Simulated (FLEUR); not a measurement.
# How the basis cutoff moves the magnetism of FePt (Tetraferroplatinum), part 4 of 4

Aim: see how far the moments and order energies of FePt (Tetraferroplatinum) move with the basis cutoff, and what each rung costs.

FLEUR MaX-R8.1; PBE; all-electron FLAPW, Dirac cores, scalar-relativistic bands.

So far, largest spin moment in the muffin-tin sphere (μB): step 2 (rung 1 (Kmax 2.16 1/bohr), start ferro +) 2.56; step 8 (rung 4 (Kmax 3.24 1/bohr), start ferro +) 2.99; step 9 (rung 4 (Kmax 3.24 1/bohr), start antiferro q=(0,1/2,0) +-) 2.94; step 10 (rung 5 (Kmax 3.78 1/bohr), start ferro +) 2.99; step 11 (rung 5 (Kmax 3.78 1/bohr), start antiferro q=(0,1/2,0) +-) 2.95.

## (12) Rung 6 (Kmax 4.32 1/bohr), start ferro +

The k list default-1 (kpts.xml, not shown) is a Γ-centred 10×10×10 mesh.

The input, inp.xml:

```
<?xml version="1.0" encoding="UTF-8" standalone="no"?>
<fleurInput fleurInputVersion="0.39">
   <comment>
      FePt
   </comment>
   <calculationSetup>
      <cutoffs Kmax="4.32" Gmax="13.0" GmaxXC="13.0" numbands="0"/>
      <scfLoop itmax="120" minDistance="0.00002" maxIterBroyd="15" imix="Anderson" alpha="0.05" precondParam="0.0" spinf="2.0" sdNocoIR="T"/>
      <coreElectrons ctail="T" frcor="F" kcrel="0" coretail_lmax="0"/>
      <xcFunctional name="pbe" relativisticCorrections="F"/>
      <magnetism jspins="2"/>
      <soc l_soc="F" theta="0.0" phi="0.0" spav="F"/>
      <expertModes spex="0" secvar="F"/>
      <geometryOptimization l_f="F" forcealpha="1.0" forcemix="BFGS" epsdisp="0.00001" epsforce="0.00001"/>
      <ldaU l_linMix="F" mixParam="0.05" spinf="1.0"/>
   </calculationSetup>
   <cell>
      <bzIntegration valenceElectrons="32.0" mode="hist" fermiSmearingEnergy="0.00183747">
         <kPointListSelection listName="default-1"/>
         <xi:include xmlns:xi="http://www.w3.org/2001/XInclude" href="kpts.xml"> </xi:include>
      </bzIntegration>
      <xi:include xmlns:xi="http://www.w3.org/2001/XInclude" href="sym.xml"> </xi:include>
      <bulkLattice scale="1.0">
         <bravaisMatrix>
            <row-1>    5.1466691003480998     0.0000000000000000     0.0000000000000000</row-1>
            <row-2>    0.0000000000000000     5.1466691003480998     0.0000000000000000</row-2>
            <row-3>    0.0000000000000000     0.0000000000000000     7.0297811835120001</row-3>
         </bravaisMatrix>
      </bulkLattice>
   </cell>
   <atomSpecies>
      <species name="Iron (Fe) 2.800" element="Fe" atomicNumber="26">
         <mtSphere radius="2.47" gridPoints="817" logIncrement="0.015"/>
         <atomicCutoffs lmax="10" lnonsphr="8"/>
         <electronConfig flipSpins="F">
            <coreConfig>(1s1/2) (2s1/2) (2p1/2) (2p3/2)</coreConfig>
            <valenceConfig>(3s1/2) (3p1/2) (3p3/2) (4s1/2) (3d3/2) (3d5/2)</valenceConfig>
            <stateOccupation state="(3d3/2)" spinUp="1.4" spinDown="1.0"/>
            <stateOccupation state="(3d5/2)" spinUp="3.0" spinDown="0.6"/>
         </electronConfig>
         <energyParameters s="4" p="4" d="3" f="4"/>
         <lo type="SCLO" l="0" n="3" eDeriv="0"/>
         <lo type="SCLO" l="1" n="3" eDeriv="0"/>
      </species>
      <species name="Platinum (Pt)" element="Pt" atomicNumber="78">
         <mtSphere radius="2.47" gridPoints="817" logIncrement="0.016"/>
         <atomicCutoffs lmax="10" lnonsphr="8"/>
         <electronConfig flipSpins="F">
            <coreConfig>(1s1/2) (2s1/2) (2p1/2) (2p3/2) (3s1/2) (3p1/2) (3p3/2) (4s1/2) (3d3/2) (3d5/2) (4p1/2) (4p3/2) (5s1/2) (4d3/2) (4d5/2) (4f5/2) (4f7/2)</coreConfig>
            <valenceConfig>(5p1/2) (5p3/2) (6s1/2) (5d3/2) (5d5/2)</valenceConfig>
            <stateOccupation state="(6s1/2)" spinUp="0.500000" spinDown="0.500000"/>
            <stateOccupation state="(5d3/2)" spinUp="1.800000" spinDown="1.800000"/>
            <stateOccupation state="(5d5/2)" spinUp="2.700000" spinDown="2.700000"/>
         </electronConfig>
         <energyParameters s="6" p="6" d="5" f="5"/>
         <lo type="SCLO" l="1" n="5" eDeriv="0"/>
      </species>
   </atomSpecies>
   <atomGroups>
      <atomGroup species="Iron (Fe) 2.800">
         <relPos label="                   1">.0000000000 .0000000000 .0000000000</relPos>
         <force calculate="T" relaxXYZ="TTT"/>
      </atomGroup>
      <atomGroup species="Platinum (Pt)">
         <relPos label="                   2">1.000/2.000 1.000/2.000 1.000/2.000</relPos>
         <force calculate="T" relaxXYZ="TTT"/>
      </atomGroup>
   </atomGroups>
   <output dos="F" band="F" slice="F">
      <bandDOS minEnergy="-.5*Htr" maxEnergy="0.5*Htr" sigma="0.015" storeEVData="T"/>
      <plotting iplot="0" polar="F">
         <plot TwoD="T" vec1="  1.0  0.0  0.0" vec2="  0.0  1.0  0.0" vec3="  0.0  0.0  1.0" zero="  0.0  0.0  0.0" file="plot"/>
      </plotting>
      <moessbauerParams electricFieldGradient="F" isomerShift="F" coreHyperfine="F" valenceHyperfine="F"/>
   </output>
</fleurInput>
```

The input, crystal.txt:

```
FePt
&input film=F cartesian=F /
2.72350000000  0.00000000000  0.00000000000
0.00000000000  2.72350000000  0.00000000000
0.00000000000  0.00000000000  3.72000000000
1.8897261246
1.0 1.0 1.0

2
26 0.00000000000  0.00000000000  0.00000000000 : 2.800
78 0.50000000000  0.50000000000  0.50000000000

&kpt div1=10 div2=10 div3=10 gamma=T /
```

Launch:

```bash
$ OMP_NUM_THREADS=1 inpgen -f crystal.txt > inpgen.log  # inp.xml is then edited as shown
$ OMP_NUM_THREADS=1 mpirun -n 4 fleur_MPI > fleur.log
```

The program printed:

```text
[banner, memory and clock lines left out]
Welcome to FLEUR        (www.flapw.de)
      MaX-Release 8.1          (www.max-centre.eu)

 ========== k-point set info ==========
 Selected k-point list: default-1
 k-point list type: mesh
 0 x 0 x 0
 Number of k points: 128

 [... set-up left out ...]
 Iteration:     1   Distance:      39.91227586 me/bohr^3
 Iteration:     2   Distance:      15.52111054 me/bohr^3
 Iteration:     3   Distance:      12.74527919 me/bohr^3
 Iteration:     4   Distance:      10.06369573 me/bohr^3
 Iteration:     5   Distance:      10.06283540 me/bohr^3
[...]
<sumOfEigenvalues value="   -12057.9587373857">
               <coreElectrons value="-12040.6876505326"/>
               <valenceElectrons value="-17.2710868531"/>
            </sumOfEigenvalues>
         [... left out ...]
            <freeEnergy value="-19719.5523624630"/>
            <extrapolationTo0K value="-19719.5522085164"/>
         </totalEnergy>
         <densityConvergence units="me/bohr^3">
            <chargeDensity spin="1" distance="0.0000054889"/>
            <chargeDensity spin="2" distance="0.0000058941"/>
            <overallChargeDensity distance="0.0000076607"/>
            <spinDensity distance="0.0000084292"/>
         </densityConvergence>
      </iteration>
```

Wall time 45 s (4 MPI ranks of Arm Neoverse V2, shared host); peak memory 0.26 GiB.

This step gave:

| Item | Value |
| --- | --- |
| free energy | -536596.3559 eV |
| program's band gap on this mesh (in a metal only a level spacing) | 0.01843 eV |
| magnetization | 3.330 μB |
| final state | ferromagnetic |
| largest moment | 2.993 μB |

The largest moment is that of rung 5, at 1.5 times its CPU time.

## (13) Rung 6 (Kmax 4.32 1/bohr), start antiferro q=(0,1/2,0) +-

The k list default-1 (kpts.xml, not shown) is a Γ-centred 10×5×10 mesh.

inp.xml: that of step 12 with these lines changed.

```diff
@@ -17,3 +17,3 @@
    <cell>
-      <bzIntegration valenceElectrons="32.0" mode="hist" fermiSmearingEnergy="0.00183747">
+      <bzIntegration valenceElectrons="64.0" mode="hist" fermiSmearingEnergy="0.00183747">
          <kPointListSelection listName="default-1"/>
@@ -25,3 +25,3 @@
             <row-1>    5.1466691003480998     0.0000000000000000     0.0000000000000000</row-1>
-            <row-2>    0.0000000000000000     5.1466691003480998     0.0000000000000000</row-2>
+            <row-2>    0.0000000000000000    10.2933382006961995     0.0000000000000000</row-2>
             <row-3>    0.0000000000000000     0.0000000000000000     7.0297811835120001</row-3>
@@ -39,2 +39,15 @@
             <stateOccupation state="(3d5/2)" spinUp="3.0" spinDown="0.6"/>
+         </electronConfig>
+         <energyParameters s="4" p="4" d="3" f="4"/>
+         <lo type="SCLO" l="0" n="3" eDeriv="0"/>
+         <lo type="SCLO" l="1" n="3" eDeriv="0"/>
+      </species>
+      <species name="Iron (Fe) -2.800" element="Fe" atomicNumber="26">
+         <mtSphere radius="2.47" gridPoints="817" logIncrement="0.015"/>
+         <atomicCutoffs lmax="10" lnonsphr="8"/>
+         <electronConfig flipSpins="F">
+            <coreConfig>(1s1/2) (2s1/2) (2p1/2) (2p3/2)</coreConfig>
+            <valenceConfig>(3s1/2) (3p1/2) (3p3/2) (4s1/2) (3d3/2) (3d5/2)</valenceConfig>
+            <stateOccupation state="(3d3/2)" spinUp="1.0" spinDown="1.4"/>
+            <stateOccupation state="(3d5/2)" spinUp="0.6" spinDown="3.0"/>
          </electronConfig>
@@ -63,4 +76,9 @@
       </atomGroup>
+      <atomGroup species="Iron (Fe) -2.800">
+         <relPos label="                   2">.0000000000 1.000/2.000 .0000000000</relPos>
+         <force calculate="T" relaxXYZ="TTT"/>
+      </atomGroup>
       <atomGroup species="Platinum (Pt)">
-         <relPos label="                   2">1.000/2.000 1.000/2.000 1.000/2.000</relPos>
+         <relPos label="                   3">1.000/2.000 1.000/4.000 1.000/2.000</relPos>
+         <relPos label="                   4">1.000/2.000 -1.000/4.000 1.000/2.000</relPos>
          <force calculate="T" relaxXYZ="TTT"/>
```

The input, crystal.txt:

```
FePt
&input film=F cartesian=F /
2.72350000000  0.00000000000  0.00000000000
0.00000000000  5.44700000000  0.00000000000
0.00000000000  0.00000000000  3.72000000000
1.8897261246
1.0 1.0 1.0

4
26 0.00000000000  0.00000000000  0.00000000000 : 2.800
26 0.00000000000  0.50000000000  0.00000000000 : -2.800
78 0.50000000000  0.25000000000  0.50000000000
78 0.50000000000  0.75000000000  0.50000000000

&kpt div1=10 div2=5 div3=10 gamma=T /
```

The program printed:

```text
[banner, memory and clock lines left out]
Welcome to FLEUR        (www.flapw.de)
      MaX-Release 8.1          (www.max-centre.eu)

 ========== k-point set info ==========
 Selected k-point list: default-1
 k-point list type: mesh
 10 x 5 x 10
 Number of k points: 108

 [... set-up left out ...]
 Iteration:     1   Distance:      38.67760572 me/bohr^3
 Iteration:     2   Distance:      16.30375400 me/bohr^3
 Iteration:     3   Distance:      12.97739484 me/bohr^3
 Iteration:     4   Distance:       8.13292292 me/bohr^3
 Iteration:     5   Distance:       6.81395415 me/bohr^3
[...]
<sumOfEigenvalues value="   -24116.3321341325">
               <coreElectrons value="-24081.7175310873"/>
               <valenceElectrons value="-34.6146030452"/>
            </sumOfEigenvalues>
         [... left out ...]
            <freeEnergy value="-39439.1030277410"/>
            <extrapolationTo0K value="-39439.1024773297"/>
         </totalEnergy>
         <densityConvergence units="me/bohr^3">
            <chargeDensity spin="1" distance="0.0000071837"/>
            <chargeDensity spin="2" distance="0.0000071330"/>
            <overallChargeDensity distance="0.0000096151"/>
            <spinDensity distance="0.0000106076"/>
         </densityConvergence>
      </iteration>
```

Wall time 3.4 min (4 MPI ranks); peak memory 0.41 GiB; 14 min of CPU time.

This step gave:

```yaml
free_energy: -1073192.6657 eV
program_s_band_gap_on_this_mesh_in_a_metal_only_a_level_spacing: 0.01049 eV
magnetization: 0 μB
final_state: antiferromagnetic
largest_moment: 2.947 μB
```

This start lies +23.1 meV a seeded atom from the first, a change of -0.0 meV since rung 5; its largest moment is 2.95 μB.

## (14) The rungs together

Ladder, by row:

| rung | Kmax (1/bohr) | state from the first start | state from the second start | second less first (meV a seeded atom) | moment, first (μB) | moment, second (μB) | CPU time (s), all starts |
| --- | --- | --- | --- | --- | --- | --- | --- |
| 1 | 2.16 | ferromagnetic | antiferromagnetic | -20.36 | 2.557 | 2.518 | 291.7 |
| 2 | 2.52 | ferromagnetic | antiferromagnetic | 5.765 | 2.999 | 2.967 | 278.1 |
| 3 | 2.88 | ferromagnetic | antiferromagnetic | 29.47 | 2.985 | 2.947 | 310.1 |
| 4 | 3.24 | ferromagnetic | antiferromagnetic | 19.68 | 2.988 | 2.94 | 396.9 |
| 5 | 3.78 | ferromagnetic | antiferromagnetic | 23.1 | 2.992 | 2.946 | 582.9 |
| 6 | 4.32 | ferromagnetic | antiferromagnetic | 23.09 | 2.993 | 2.947 | 990.8 |

## (15) Results

```json
{"range of the moment in the table, first start": "2.56 to 3.00 μB", "range of CPU time": "4.6 min to 17 min", "range of the energy difference": "-20.4 to 29.5 meV a seeded atom", "first rung from which all stay within 2 meV of the last, moments within 0.06 μB": "5"}
```

**Reading.** From rung 5 on the result stays within 0.0075 meV of the last rung, inside the margin of 2 meV (5 % of the last value, 2 meV at least; moments within 0.06 μB), at 59 % of the last rung's cost. The sign of the difference changes along the ladder, so the order that comes out lowest hangs on the rung. Differences are of free energies, so a wide smearing enters them.

[Logs and program files are shortened in this print: banners, set-up blocks, solver, clock and traceback lines can be left out without a mark of their own.]

[Logs are printed without paths, hosts, clocks, repeated set-up lines and the standing remarks that a program may print on its own settings, such as how far it seeks lower states.]

[Hosts, paths, dates, database ids (printed as entryN), source tags and the programs' standing remarks are cut or masked in the printed files.]

[Where a cell is said to come from a database of computed structures, the database is the Materials Project.]
